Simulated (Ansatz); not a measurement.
Lu (P6_3/mmc): the Drude term of Re ε in the infrared

Re ε of Lu (P6_3/mmc) along x at low photon energies is read from one computed spectrum; the carriers' damping was typed as γ = 0.1 eV. x, y and z are the Cartesian axes of the input cell.

Cell: a, b, c = 3.503, 3.503, 5.551 Å (primitive vectors), 2 atoms.

Method: Ansatz 0.2.0, PBE, independent particles, k-mesh 12×12×6 with interpolation inside its cells, Gaussian parameter 0.1 eV.

Launch of the response step: `ansatz run input.yaml --threads 4 --pin off --max-ram 8192MiB --backend cpu --events-out ev --progress --plain --runs-dir out`. The run took 41 s, on 4 threads of Intel(R) Xeon(R) Platinum 8488C (Sapphire Rapids), on a shared host.

| photon energy E (eV) | wavelength (µm) | Re ε |
| --- | --- | --- |
| 0.25 | 4.96 | -122.2 |
| 0.30 | 4.13 | -84.6 |
| 0.35 | 3.54 | -60.3 |
| 0.40 | 3.10 | ? |
| 0.50 | 2.48 | -22.9 |
| 0.60 | 2.07 | -12.2 |
| 0.70 | 1.77 | -3.8 |

A Drude term over a constant background gives Re ε = ε_b − ωp²/(E² + γ²), linear in 1/(E² + γ²).

Working, on the rows shown:

| x = 1/(E² + γ²) (eV⁻²) | y = Re ε |
| --- | --- |
| 13.7931 | -122.2 |
| 10 | -84.6 |
| 7.54717 | -60.3 |
| 3.84615 | -22.9 |
| 2.7027 | -12.2 |
| 2 | -3.8 |

Means: x̄ = 6.6482, ȳ = -51. Σ(x − x̄)(y − ȳ) = -1081, Σ(x − x̄)² = 108.1. Slope = -1081 / 108.1 = -9.998; intercept = ȳ − slope · x̄ = 15.467. The line misses the rows shown by at most 0.73.

Problem. Predict the last column of the withheld row from the fit.

Solution. At x = 5.8824 the line gives y = -43.343. The run gave -43.4, so the interpolation is off by 0.057, 0.0 % of the range in the table.

Refitted with all rows, the slope is -9.997 and the intercept 15.456. These give ωp = √(−slope) = 3.16 eV, against 3.34 eV from the program's Fermi-surface sum, and an intercept of 15.5. Taking the program's Drude term off the rows leaves 32 at the lowest energy and 18 at the highest, so the background isn't constant: interband transitions lie in or near the window, and neither fitted number can be trusted. The values come from a sum over the points of one k-mesh and carry its error, which is largest for Fermi-surface quantities. Spin-orbit coupling is left out.
